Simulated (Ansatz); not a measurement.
# Decaying states in the gap of Sr4Te3O, part 2 of 3

Aim: relax a made-up compound, Sr4Te3O, and see how good a tunnel barrier it would be. It is built by putting Te for Se, O for S in the Sr4Se3S structure of space group R-3m, with the volume rescaled by atomic radii. The parent structure comes from the Materials Project.

Ansatz 0.2.0; PBE DFT, plane waves, PAW files (the session's first sound run).

So far. Step 2 (Cell and atoms at rest): The largest force component on a free atom ends at 0.0015 eV/Å.

The structure was built from a prototype and need not be the compound's stable phase.

**3. Band edges**

The energy window and the wavevectors of the next steps follow from the band edges, so these are searched first, off the mesh as well.

input.yaml

```yaml
crystal:
  lattice:
    - [2.2243158942, 1.2842093803, 14.9353300008]
    - [-2.2243158942, 1.2842093803, 14.9353300008]
    - [0.0, -2.5684187606, 14.9353300008]
  atoms:
    - { symbol: Sr, position: [0.878970033, 0.878970033, 0.878970033] }
    - { symbol: Sr, position: [0.121029967, 0.121029967, 0.121029967] }
    - { symbol: Sr, position: [0.3632536768, 0.3632536768, 0.3632536768] }
    - { symbol: Sr, position: [0.6367463232, 0.6367463232, 0.6367463232] }
    - { symbol: Te, position: [0.2578928009, 0.2578928009, 0.2578928009] }
    - { symbol: Te, position: [0.5, 0.5, 0.5] }
    - { symbol: Te, position: [0.7421071991, 0.7421071991, 0.7421071991] }
    - { symbol: O, position: [0.0, 0.0, 0.0] }
kpoints:
  mp_grid: { grid: [6, 6, 6] }
  band_path: { path: [VBM, CBM], npoints: 30 }
scf:
  occupations: { method: fixed }
hamiltonian:
  xc: pbe
output:
  eigenvalues: true
  write_potential: true
  write_density: true
  volumetric_format: npy
  elf: true
```

The run is started by

```bash
ansatz run input.yaml --threads 2 --pin off --max-ram 4096MiB --backend cpu --events-out ev --progress --plain --runs-dir out
```

Numbers of over 12 decimals in the logs are rounded to 6 here.

The log of the run:

```text
[...]
Crystal: 8 atoms, lattice volume = 255.975 Å³
Basis set: ecut = 420 eV, 5071 PW (Γ), FFT grids on a1−a2, a2, −a2+a3
Bands: 57, of which v1, the nominal top of the filled ones, is band 47 counted from 1 (46 counted from 0)
Symmetry: 12 space group operations
[...]
k-points: 32 of 216
[...]
SCF iter   1: F=—  HF=-35696.092663 eV  |F-HF|=—  |Δ(HF+E_count)|=         —  Δρ=9.34e-4  dr2=2.56e-3  ethr=1.77e-3  ⟨swp⟩=6.2  Hψ=6930  notcnv=0  defer=242
[...]
SCF iter   7: F=-35696.094870 eV  HF=-35696.094870 eV  |F-HF|=4.75e-8  |Δ(HF+E_count)|=   7.83e-8  Δρ=4.89e-6  dr2=5.88e-8  ethr=1.06e-10  ⟨swp⟩=20.7  Hψ=12528  notcnv=0
SCF 1 converged in 7 iterations: F = -35696.094870 eV  dr2 = 5.88e-8
[...]
NSCF: frozen V_eff on 32 k-points
[...]
SCF converged after 7 iterations
Free energy (F): -35696.094870 eV
[...]
Internal energy: -35696.094870 eV  (E = F + TS)
E sigma→0 (E₀):  -35696.094870 eV
Fermi energy:    7.281195 eV
[...]
--- Band table (eV; the first three rows and the last of 32) ---
  k-point 0: bands = [... 43 lower, 6.8280, 6.8280, 7.2812, 7.2812, 9.0588, 10.1473, 10.4714, 10.5725, ... 6 higher]
  k-point 1: bands = [... 43 lower, 6.4479, 6.4615, 6.7517, 6.9952, 9.4635, 9.8862, 10.3897, 10.7168, ... 6 higher]
  k-point 2: bands = [... 43 lower, 6.2440, 6.3137, 6.4817, 6.6808, 9.0927, 9.8059, 10.4146, 10.5496, ... 6 higher]
  k-point 31: bands = [... 43 lower, 6.9395, 6.9395, 7.2118, 7.2118, 9.6627, 9.7430, 10.6709, 10.6709, ... 6 higher]
```

It took 52 s on 2 threads of Arm Neoverse V2, shared host; peak memory 0.69 GiB; 1.7 min of CPU time.

The column dr2 measures how far the density is from self-consistency, as an energy; F and HF (Harris–Foulkes) agree once it is small.

This step gave:

```
free energy         : -35696.0949 eV
Fermi energy        : 7.281 eV
gap on the k-mesh   : 1.535 eV
gap on path         : 1.535 eV, by band count; negative where bands overlap
direct gap on path  : 1.778 eV
edge places on path : 0, 0.8274 1/A along the path
```

The electronic bands at the labelled points (eV, zero at the Fermi level (highest filled level under fixed occupations); v1 is the highest filled band, c1 the lowest empty one):

```csv
point,v4,v3,v2,v1,c1,c2,c3,c4
VBM,-0.45,-0.45,0.00,0.00,1.78,2.87,3.19,3.29
halfway,-0.98,-0.89,-0.66,-0.47,2.16,2.62,2.80,3.21
CBM,-1.12,-1.08,-0.90,-0.70,1.54,2.64,2.74,3.78
```

ELF in the ac plane of the cell as run, not the conventional one, at fractional y = 0.000, with atoms of O within 0.2 Å of it. It is the smooth field of the valence electrons, not physical close to the nuclei.

Ten even steps from '0' (0.02) to '9' (0.85), each cell a mean:
```
7688620001332135762000100027997410100001379
7888984100245532233100011101599984100000014
2579998630014677531100001111038999840000000
0025799974101367886420000122211599897300000
1000146887510025788875310002232126988972001
2221001356652001368878864100123321379999511
1345421002354200014787778742012333113799972
4135665310012220000257776787410123321137998
8522578763100001000003677667873101222100368
4642257888631000000000136776778520001111002
0122114788886200000000001477767873100011100
0000000368777752000000000025777787510000001
0110000025877777520000000000257878862000000
0001110001478767774100000000002688887311321
5200112100026876677631000000000136788741257
9973002222101478766776200000110001367775226
5999731123321014787777752000123210013566521
1389997311333200247877787410013554210023442
1015999973123321001467888863000367763100122
1000279889621222100013578887520025888741000
0000003899994111210000024678753101489997520
1000000148999730111100011125665310037999985
7410000001489985100110002432234431001589778
7873100011114799620000000377631222100036885
```
Columns run along a (15.2 Å), rows up along c (15.2 Å). Atoms in or near the plane, at fractional coordinates: O at (0.00, 0.00).

Valence density in the ac plane of the cell as run, not the conventional one, at fractional y = 0.000, with atoms of O within 0.2 Å of it. It is the smooth field of the valence electrons, not physical close to the nuclei.

Ten steps, logarithmic in the rise over the least value, from '0' (0.0 e/Å³) to '9' (6.6 e/Å³), each cell a mean:
```
9986310000011234432100000124565321000000147
4799742000011112232210000012467764100000002
0257875310001122222211000000135777631000000
0012466532000112222211000000012467775310000
0000123443210001233332110000001125777752100
0000001123321000123333321000000111357776421
1111100001222110011234443210000001113577653
3211111100011111001123444432100000001135665
5422222211000110001112234444321000000011345
3332222332211000000011123444432110000000012
1122222233332111100001111234444321000000000
0001111123443321111000011112344433211000000
0000000012334443211110000111123343321111100
1000000000123444432111000001111223332222221
3210000000011234444321110000000112222222234
5543110000000123444432111000111000112222224
4666531110000001234444321100111110000111112
1357775311100000012344432110011222100000111
0124677753111000000123333221001123332100000
0001257777521100000011233322100012454321000
0000013577764110000001112222210001246664210
0000000136777531000000112222211000013678752
4200000001456653100000012332211100000257997
9741000000123555421000001244432110000013699
```
Columns run along a (15.2 Å), rows up along c (15.2 Å). Atoms in or near the plane, at fractional coordinates: O at (0.00, 0.00).

Electrostatic potential energy in the ac plane of the cell as run, not the conventional one, at fractional y = 0.000, with atoms of O within 0.2 Å of it. With pseudopotentials it is smooth inside the atoms' cores, unlike the true potential.

Ten even steps from '0' (-41 eV) to '9' (12 eV), each cell a mean:
```
1037999999999887778899999986445789999999996
9522599999999999888889999998740147899999999
9996348999999999998888999999975101478999999
9999987999999999999999999999998730014799999
9999999999999999999899999999999986200158999
9999999999999999999888999999999999851003789
9999999999999999999987788999999999987510158
7899999999999999999998877789999999999875335
6789999999999999998899987668999999999998865
7778899999999999999888998866789999999999998
9888889998899998889988889988767899999999999
9999889998888899888899888899887789999999999
9999999999987788998888998889999888999888899
9999999999998766889988889998899999899988888
7899999999999987678999888999999999999998877
5568899999999999866789998999999999999999987
7412578999999999988778999999999999999999998
9751015799999999999887889999999999999999999
9986200158999999999999888999999999999999999
9999851002689999999999999999999999999999999
9999997410037899999999999999999999998679999
9999999874101589999999888899999999999733699
9999999998742157899999988778899999999984115
1699999999987655789999998776788999999999720
```
Columns run along a (15.2 Å; values clipped at the 3rd and 97th percentile), rows up along c (15.2 Å). Atoms in or near the plane, at fractional coordinates: O at (0.00, 0.00).

The searched edges give 1.54 eV, as on the mesh.

**4. Complex bands**

This step: PBE DFT, plane waves, PAW files; complex bands by layer matching along the plane's normal (Ansatz 0.2.0).

The same crystal is laid in a cell whose first two vectors span the (001) plane (indices of the standard conventional cell, whose axes can be ordered otherwise than in the bulk input). At fixed energy and wavevector in the plane the solver finds all kz, real and complex. A few wavevectors are listed, (0, 0), (0, -0.5) and (0.5, 0) in units of the plane's reciprocal vectors; the slowest state needn't be among them.

input.yaml

```yaml
crystal:
  lattice:
    - [4.448631788, 0.0, 0.0]
    - [2.224315894, 3.852628141, 0.0]
    - [2.224315894, 1.28420938, 14.935330001]
  atoms:
    - { symbol: Sr, position: [0.121029967, 0.121029967, 0.636910099] }
    - { symbol: Sr, position: [0.878970033, 0.878970033, 0.363089901] }
    - { symbol: Sr, position: [0.6367463232, 0.6367463232, 0.0897610304] }
    - { symbol: Sr, position: [0.3632536768, 0.3632536768, 0.9102389696] }
    - { symbol: Te, position: [0.7421071991, 0.7421071991, 0.7736784027] }
    - { symbol: Te, position: [0.5, 0.5, 0.5] }
    - { symbol: Te, position: [0.2578928009, 0.2578928009, 0.2263215973] }
    - { symbol: O, position: [0.0, 0.0, 0.0] }
kpoints:
  mp_grid: { grid: [6, 6, 6] }
scf:
  occupations: { method: fixed }
hamiltonian:
  xc: pbe
output:
  eigenvalues: true
  transmission:
    leads: [[0, 0]]
    kpoints: [[0.0, 0.0], [0.0, -0.5], [0.5, 0.0]]
    e_range: [-1.0, 2.54]
    de: 0.06
```

The log of the run:

```text
[...]
Crystal: 8 atoms, lattice volume = 255.975 Å³
Basis set: ecut = 420 eV, 5071 PW (Γ)
Bands: 57, of which v1, the nominal top of the filled ones, is band 47 counted from 1 (46 counted from 0)
Symmetry: 12 space group operations
[...]
k-points: 32 of 216
[...]
SCF iter   1: F=—  HF=-35696.092975 eV  |F-HF|=—  |Δ(HF+E_count)|=         —  Δρ=9.36e-4  dr2=2.56e-3  ethr=1.77e-3  ⟨swp⟩=6.3  Hψ=6833  notcnv=0  defer=244
[...]
SCF iter   7: F=-35696.094870 eV  HF=-35696.094870 eV  |F-HF|=4.86e-8  |Δ(HF+E_count)|=   3.72e-8  Δρ=4.81e-6  dr2=5.64e-8  ethr=1.06e-10  ⟨swp⟩=20.8  Hψ=12705  notcnv=0
SCF 1 converged in 7 iterations: F = -35696.094870 eV  dr2 = 5.64e-8
[...]
transmission: 25 of 75 steps passed
transmission: 50 of 75 steps passed
transmission: 75 of 75 steps passed
SCF converged after 7 iterations
Free energy (F): -35696.094870 eV
[...]
Internal energy: -35696.094870 eV  (E = F + TS)
E sigma→0 (E₀):  -35696.094870 eV
Fermi energy:    7.281194 eV
[...]
--- Band table (eV; the first three rows and the last of 32) ---
  k-point 0: bands = [... 43 lower, 6.8280, 6.8280, 7.2812, 7.2812, 9.0588, 10.1473, 10.4714, 10.5725, ... 6 higher]
  k-point 1: bands = [... 43 lower, 6.8553, 6.8553, 7.2666, 7.2666, 9.1568, 10.0995, 10.5122, 10.5904, ... 6 higher]
  k-point 2: bands = [... 43 lower, 6.9100, 6.9100, 7.2326, 7.2326, 9.4023, 9.9548, 10.6161, 10.6365, ... 6 higher]
  k-point 31: bands = [... 43 lower, 5.7199, 5.7352, 5.7747, 6.0680, 10.3031, 10.3045, 10.7982, 10.9923, ... 6 higher]
--- Transmission ---
  basis      : 151 plane waves across, 25 finite elements along
  points     : 3, as listed
  energies   : 60 from -1.000000 to 2.540000 eV about the Fermi level, 0.060000 eV apart; the leads are filled to 0.767712 eV, and channels, transmission and decay are at 0.740000 eV
  crystal 0  : Sr4Te3O1, at the sites [0, 0], period 14.9353 Å: whole cells are its period
    offset         : up to 0.0000 Å between an atom of the period and one for which it stands
    channels       : 0.000000e0 a spin
    conductance    : none, the energies end too early or step too widely for 300 K: set another output.transmission.e_range or a lower de, or, where they end at an eighth of basis.ecutwfc, a higher one
    slowest decay  : 0.1661 /Å at (0.0000, 0.0000)
```

Wall time 58 s (2 threads); peak memory 0.67 GiB.

This step gave:

| Item | Value |
| --- | --- |
| level to which the leads are filled | 0.7677 eV from the Fermi level |
| decay constant at the filling level, zone centre | 0.1661 Å⁻¹ |
| decay constant at the filling level, slowest listed point | 0.1661 Å⁻¹ |

K parallel (0, 0); values up to 1.207 1/Å, a degenerate pair printed once or twice; energies at which all values exceed this have no row. Table of Im kz of the slowest decaying states by energy, zero at the highest filled level on the SCF mesh:

```csv
energy (eV),decay 1 (Å⁻¹),decay 2 (Å⁻¹),decay 3 (Å⁻¹),decay 4 (Å⁻¹)
-1.0000,0.255,0.883,0.984,-
-0.7600,0.863,0.959,-,-
-0.5200,0.0573,0.0914,0.843,0.934
-0.2200,0.0984,0.125,0.817,0.900
0.0200,0.0780,0.150,0.795,0.873
0.2600,0.163,0.237,0.772,0.844
0.5000,0.168,0.298,0.748,0.814
0.7400,0.166,0.335,0.723,0.782
0.9800,0.158,0.358,0.681,0.711
1.2200,0.141,0.373,0.645,0.691
1.5200,0.104,0.382,0.601,0.660
1.7600,0.0288,0.383,0.564,0.627
2.0000,0.378,0.528,0.585,0.595
2.2400,0.368,0.493,0.539,0.549
2.4800,0.350,0.474,0.491,-
```

K parallel (0, -0.5); values up to 1.207 1/Å, a degenerate pair printed once or twice; energies at which all values exceed this have no row. The Im kz of the slowest decaying states by energy, zero at the highest filled level on the SCF mesh:

| energy (eV) | decay 1 (Å⁻¹) | decay 2 (Å⁻¹) | decay 3 (Å⁻¹) | decay 4 (Å⁻¹) |
| --- | --- | --- | --- | --- |
| -1.00 | 0.125 | 0.171 | 0.421 | 0.645 |
| -0.88 | 0.0153 | 0.170 | 0.447 | 0.645 |
| -0.70 | 0.0642 | 0.213 | 0.474 | 0.643 |
| -0.58 | 0.234 | 0.314 | 0.486 | 0.642 |
| -0.46 | 0.251 | 0.394 | 0.495 | 0.642 |
| -0.28 | 0.269 | 0.469 | 0.504 | 0.643 |
| -0.16 | 0.277 | 0.504 | 0.507 | 0.644 |
| 0.02 | 0.286 | 0.509 | 0.545 | 0.651 |
| 0.14 | 0.288 | 0.509 | 0.566 | 0.659 |
| 0.26 | 0.289 | 0.507 | 0.584 | 0.671 |
| 0.44 | 0.285 | 0.503 | 0.605 | 0.709 |
| 0.56 | 0.279 | 0.500 | 0.617 | 0.817 |
| 0.68 | 0.270 | 0.496 | 0.627 | 0.767 |
| 0.86 | 0.251 | 0.490 | 0.639 | 0.657 |
| 0.98 | 0.234 | 0.486 | 0.622 | 0.645 |
| 1.10 | 0.213 | 0.482 | 0.595 | 0.650 |
| 1.28 | 0.169 | 0.475 | 0.561 | 0.656 |
| 1.40 | 0.125 | 0.470 | 0.541 | 0.658 |
| 1.52 | 0.0431 | 0.465 | 0.522 | 0.660 |
| 1.70 | 0.457 | 0.495 | 0.662 | 0.987 |
| 1.82 | 0.0156 | 0.451 | 0.478 | 0.662 |
| 2.00 | 0.440 | 0.452 | 0.661 | 0.977 |
| 2.12 | 0.433 | 0.435 | 0.660 | 0.971 |
| 2.24 | 0.417 | 0.425 | 0.659 | 0.966 |
| 2.42 | 0.390 | 0.411 | 0.657 | 0.956 |
| 2.54 | 0.371 | 0.401 | 0.656 | 0.949 |

K parallel (0.5, 0); values up to 1.207 1/Å, a degenerate pair printed once or twice; energies at which all values exceed this have no row. Im kz of the slowest decaying states against energy, zero at the highest filled level on the SCF mesh:

```
energy (eV)  decay 1 (Å⁻¹)  decay 2 (Å⁻¹)  decay 3 (Å⁻¹)  decay 4 (Å⁻¹)
      -1.00          0.125          0.171          0.421          0.645
      -0.82          0.161          0.187          0.457          0.644
      -0.64          0.224          0.249          0.480          0.643
      -0.46          0.251          0.394          0.495          0.642
      -0.28          0.269          0.469          0.504          0.643
      -0.10          0.281          0.508          0.519          0.646
       0.02          0.286          0.509          0.545          0.651
       0.08          0.287          0.509          0.556          0.654
       0.26          0.289          0.507          0.584          0.671
       0.44          0.285          0.503          0.605          0.709
       0.62          0.275          0.498          0.622          0.824
       0.80          0.258          0.492          0.635          0.680
       0.92          0.243          0.488          0.638          0.642
       1.10          0.213          0.482          0.595          0.650
       1.28          0.169          0.475          0.561          0.656
       1.46         0.0946          0.468          0.531          0.659
       1.64          0.460          0.504          0.661          0.988
       1.82         0.0156          0.451          0.478          0.662
       2.00          0.440          0.452          0.661          0.977
       2.18          0.426          0.429          0.660          0.969
       2.36          0.399          0.416          0.658          0.959
       2.54          0.371          0.401          0.656          0.949
```

At the listed wavevectors the last open channel is at -0.04 eV and the next at +1.58 eV on the grid. At +0.74 eV, the grid energy nearest the filling level (the middle of the gap on the SCF mesh), the slowest state at the listed wavevectors decays with κ = 0.166 Å⁻¹, its amplitude falling by e over 6.0 Å. Through 1 nm of this crystal that state's transmission falls by exp(−2 × 0.166 Å⁻¹ × 10 Å) = 0.036.

**5. Decay over the two-dimensional zone**

The listed points could miss the slowest state, so one energy near mid-gap is solved on a mesh of 8×8.

input.yaml: that of step 4 with these lines changed.

```diff
@@ -22,6 +22,2 @@
   eigenvalues: true
-  transmission:
-    leads: [[0, 0]]
-    kpoints: [[0.0, 0.0], [0.0, -0.5], [0.5, 0.0]]
-    e_range: [-1.0, 2.54]
-    de: 0.06
+  transmission: { leads: [[0, 0]], kmesh: [8, 8], e_range: [0.77, 0.78], de: 0.05 }
```

The log of the run:

```text
[...]
Crystal: 8 atoms, lattice volume = 255.975 Å³
Basis set: ecut = 420 eV, 5071 PW (Γ)
Bands: 57, of which v1, the nominal top of the filled ones, is band 47 counted from 1 (46 counted from 0)
Symmetry: 12 space group operations
[...]
k-points: 32 of 216
[...]
SCF iter   1: F=—  HF=-35696.092975 eV  |F-HF|=—  |Δ(HF+E_count)|=         —  Δρ=9.36e-4  dr2=2.56e-3  ethr=1.77e-3  ⟨swp⟩=6.3  Hψ=6833  notcnv=0  defer=244
[...]
SCF iter   7: F=-35696.094870 eV  HF=-35696.094870 eV  |F-HF|=4.86e-8  |Δ(HF+E_count)|=   3.72e-8  Δρ=4.81e-6  dr2=5.64e-8  ethr=1.06e-10  ⟨swp⟩=20.8  Hψ=12705  notcnv=0
SCF 1 converged in 7 iterations: F = -35696.094870 eV  dr2 = 5.64e-8
[...]
transmission: 50 of 250 steps passed
transmission: 100 of 250 steps passed
[...]
transmission: 250 of 250 steps passed
SCF converged after 7 iterations
Free energy (F): -35696.094870 eV
[...]
Internal energy: -35696.094870 eV  (E = F + TS)
E sigma→0 (E₀):  -35696.094870 eV
Fermi energy:    7.281194 eV
[...]
--- Band table (eV; the first three rows and the last of 32) ---
  k-point 0: bands = [... 43 lower, 6.8280, 6.8280, 7.2812, 7.2812, 9.0588, 10.1473, 10.4714, 10.5725, ... 6 higher]
  k-point 1: bands = [... 43 lower, 6.8553, 6.8553, 7.2666, 7.2666, 9.1568, 10.0995, 10.5122, 10.5904, ... 6 higher]
  k-point 2: bands = [... 43 lower, 6.9100, 6.9100, 7.2326, 7.2326, 9.4023, 9.9548, 10.6161, 10.6365, ... 6 higher]
  k-point 31: bands = [... 43 lower, 5.7199, 5.7352, 5.7747, 6.0680, 10.3031, 10.3045, 10.7982, 10.9923, ... 6 higher]
--- Transmission ---
  basis      : 151 plane waves across, 25 finite elements along
  points     : 10, standing for a mesh of 8 x 8
  energies   : 1 from 0.770000 to 0.770000 eV about the Fermi level; the leads are filled to 0.767712 eV, and channels, transmission and decay are at 0.770000 eV
  crystal 0  : Sr4Te3O1, at the sites [0, 0], period 14.9353 Å: whole cells are its period
[...]
channels       : 0.000000e0 a spin
    conductance    : none, crystal 0 has no channel at the energies, or these end too early or step too widely for 300 K: set another output.transmission.e_range or a lower de, or, where they end at an eighth of basis.ecutwfc, a higher one
    slowest decay  : 0.1655 /Å at (0.0000, 0.0000)
```

The job ended after 25 s (2 threads; peak memory 0.74 GiB; 48 s of CPU time).

Numbers from this step:

| Quantity | Value |
| --- | --- |
| least decay constant on the mesh | 0.1655 Å⁻¹ |

Slowest decay constant (1/Å; 0 where a channel is open) over k1 and k2. At 0.7700 eV from the Fermi level.

Ten even steps from '0' (0.166) to '9' (0.428):
```
59954554
99954645
55563365
34430344
55633655
95464599
54554599
35953595
```
Columns: k1 (b1) from -0.5 to 0.375; rows upwards: k2 (b2) from -0.5 to 0.375.

The least value on the mesh is 0.166 Å⁻¹ at +0.77 eV. At that energy the listed points give about 0.165 Å⁻¹ by interpolation, so the mesh holds no clearly slower state.

(Part 2 of 3 ends here.)

[Logs are printed without paths, hosts, clocks, repeated set-up lines and the standing remarks that a program may print on its own settings, such as how far it seeks lower states.]

[Hosts, paths, dates, database ids (printed as entryN), source tags and the programs' standing remarks are cut or masked in the printed files.]
